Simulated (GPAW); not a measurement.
AgB2 (P6/mmm), B K edge of atom 2, with 3 B at 1.73 Å (trigonal planar, site symmetry -6m2). Method: GPAW, PBE, excited-electron core hole (neutral cell), 27-atom cell with 6.1 Å between holes, 5×5×5 k points, dipole transitions, Gaussian full width 0.9 eV up to 4 eV, rising linearly to 3.5 eV at 25 eV.

```xyz
3
Lattice="3.0000 0.0000 0.0000 -1.5000 2.5981 0.0000 0.0000 0.0000 3.2400" Properties=species:S:1:pos:R:3 pbc="T T T"
Ag    0.0000    0.0000    0.0000
B     1.5000    0.8660    1.6200
B     0.0000    1.7321    1.6200
```

Energy from the lowest empty level; a common scale on which the isotropic spectrum has a mean of 1 over the first 20 eV.

```
E (eV)  curve 1  curve 2
 -2.00     0.00     0.00
 -1.25     0.00     0.00
 -0.50     0.12     0.01
  0.25     1.12     0.07
  1.00     2.04     0.04
  1.75     2.62     0.02
  2.50     2.05     0.02
  3.25     1.87     0.03
  4.00     1.68     0.05
  4.75     1.59     0.17
  5.50     1.34     0.75
  6.25     1.05     1.76
  7.00     0.79     2.12
  7.75     0.67     1.86
  8.50     0.80     1.71
  9.25     0.98     1.64
 10.00     0.95     1.41
 10.75     0.82     1.13
 11.50     0.76     1.12
 12.25     0.85     1.25
 13.00     0.97     1.34
 13.75     1.04     1.36
 14.50     0.96     1.37
 15.25     0.75     1.36
 16.00     0.48     1.30
 16.75     0.29     1.24
 17.50     0.20     1.18
 18.25     0.18     0.99
 19.00     0.19     0.68
 19.75     0.26     0.40
 20.50     0.38     0.24
 21.25     0.53     0.18
 22.00     0.65     0.16
 22.75     0.73     0.17
 23.50     0.77     0.20
 24.25     0.77     0.26
 25.00     0.73     0.34
 25.75     0.68     0.41
 26.50     0.65     0.49
 27.25     0.62     0.56
 28.00     0.61     0.61
```

**Question.** The curves are for the electric vector along different Cartesian axes of the cell as given, averaged over the symmetry-equivalent atoms. Which is which?

Curve 1: along z (c), main maxima 1.8 eV (2.64), 4.2 eV (1.69) and 13.8 eV (1.04). Curve 2: along x (⊥ c) (the other in-plane axis gives the same curve within 3 %), main maxima 6.9 eV (2.13) and 14.7 eV (1.37). A K edge sees empty p states on the absorber. Each direction probes the empty orbitals that point along it. The holes are only 6.1 Å apart, so the shape is probably not converged with cell size; no larger cell was run here. The structure is a published determination, not relaxed.

[Banner, clock and machine lines of the logs are left out without a mark of their own.]

[Logs are printed without paths, hosts, clocks, repeated set-up lines and the standing remarks that a program may print on its own settings, such as how far it seeks lower states.]

[Hosts, paths, dates, database ids (printed as entryN), source tags and the programs' standing remarks are cut or masked in the printed files.]

[Lists of maxima count a maximum above −3 eV only where it reaches 4 % of the highest in the window and stands out from its surroundings by 2 % of it (1.5 % where it reaches 55 %); shoulders and weaker maxima are passed over, and of the rest the first, up to two pre-edge ones and the few strongest are named.]
